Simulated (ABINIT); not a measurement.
An input for ABINIT 10.8.3 (TePb (Fm-3m)):

```
acell 3*1.0 Angstrom
rprim 
  0.000000000000 3.231000000000 3.231000000000
  3.231000000000 -0.000000000000 3.231000000000
  3.231000000000 3.231000000000 -0.000000000000
ntypat 2
znucl 52 82
natom 2
typat 1 2
xred 
  0.500000000000 0.500000000000 0.500000000000
  0.000000000000 0.000000000000 0.000000000000
pp_dirpath "pseudos"
pseudos "Te.upf, Pb.upf"
ecut 34
iscf -2
irdden 1
kptopt 0
nkpt 50
kpt 
  0.00000000 0.00000000 0.00000000
  0.06250000 0.00000000 0.06250000
  0.12500000 0.00000000 0.12500000
  0.18750000 0.00000000 0.18750000
  0.25000000 0.00000000 0.25000000
  0.31250000 0.00000000 0.31250000
  0.37500000 0.00000000 0.37500000
  0.43750000 0.00000000 0.43750000
  0.50000000 0.00000000 0.50000000
  0.51562500 0.03125000 0.51562500
  0.53125000 0.06250000 0.53125000
  0.54687500 0.09375000 0.54687500
  0.56250000 0.12500000 0.56250000
  0.57812500 0.15625000 0.57812500
  0.59375000 0.18750000 0.59375000
  0.60937500 0.21875000 0.60937500
  0.62500000 0.25000000 0.62500000
  0.37500000 0.37500000 0.75000000
  0.32812500 0.32812500 0.65625000
  0.28125000 0.28125000 0.56250000
  0.23437500 0.23437500 0.46875000
  0.18750000 0.18750000 0.37500000
  0.14062500 0.14062500 0.28125000
  0.09375000 0.09375000 0.18750000
  0.04687500 0.04687500 0.09375000
  0.00000000 0.00000000 0.00000000
  0.06250000 0.06250000 0.06250000
  0.12500000 0.12500000 0.12500000
  0.18750000 0.18750000 0.18750000
  0.25000000 0.25000000 0.25000000
  0.31250000 0.31250000 0.31250000
  0.37500000 0.37500000 0.37500000
  0.43750000 0.43750000 0.43750000
  0.50000000 0.50000000 0.50000000
  0.50000000 0.46875000 0.53125000
  0.50000000 0.43750000 0.56250000
  0.50000000 0.40625000 0.59375000
  0.50000000 0.37500000 0.62500000
  0.50000000 0.34375000 0.65625000
  0.50000000 0.31250000 0.68750000
  0.50000000 0.28125000 0.71875000
  0.50000000 0.25000000 0.75000000
  0.50000000 0.21875000 0.71875000
  0.50000000 0.18750000 0.68750000
  0.50000000 0.15625000 0.65625000
  0.50000000 0.12500000 0.62500000
  0.50000000 0.09375000 0.59375000
  0.50000000 0.06250000 0.56250000
  0.50000000 0.03125000 0.53125000
  0.50000000 0.00000000 0.50000000
istwfk *1
nband 22
nbdbuf 2
tolwfr 1e-08
nstep 40
prtwf 0
prtvol 0
indata_prefix "in"
outdata_prefix "out"
tmpdata_prefix "tmp"
```

```sh
OMP_NUM_THREADS=1 mpirun -n 4 abinit run.abi > log
```

**Question.** How long will it take on 4 MPI ranks of Intel Xeon at 2.80GHz (Skylake/Cascade Lake), shared host, and how much memory?

It took 5.9 min; on shared hardware allow 3 min to 12 min. Peak host memory was 0.36 GiB.

[Paths, hosts, dates, memory and timing lines, banners, echoed tables and standing remarks are left out of the program output.]

[Logs are printed without paths, hosts, clocks, repeated set-up lines and the standing remarks that a program may print on its own settings, such as how far it seeks lower states.]

[Runs of the session that timed out or met a known fault of the program may be left out.]

[Hosts, paths, dates, database ids (printed as entryN), source tags and the programs' standing remarks are cut or masked in the printed files.]

[G0W0 gaps are taken among the corrected bands and points alone; a level outside them can change the order at an edge.]

[Where Ansatz stands beside ABINIT at settings called matched, ABINIT's density can come from a denser mesh and the files from another edition; pairs whose starting gaps differed by over 0.03 eV were left out, so agreement reads better than it is.]
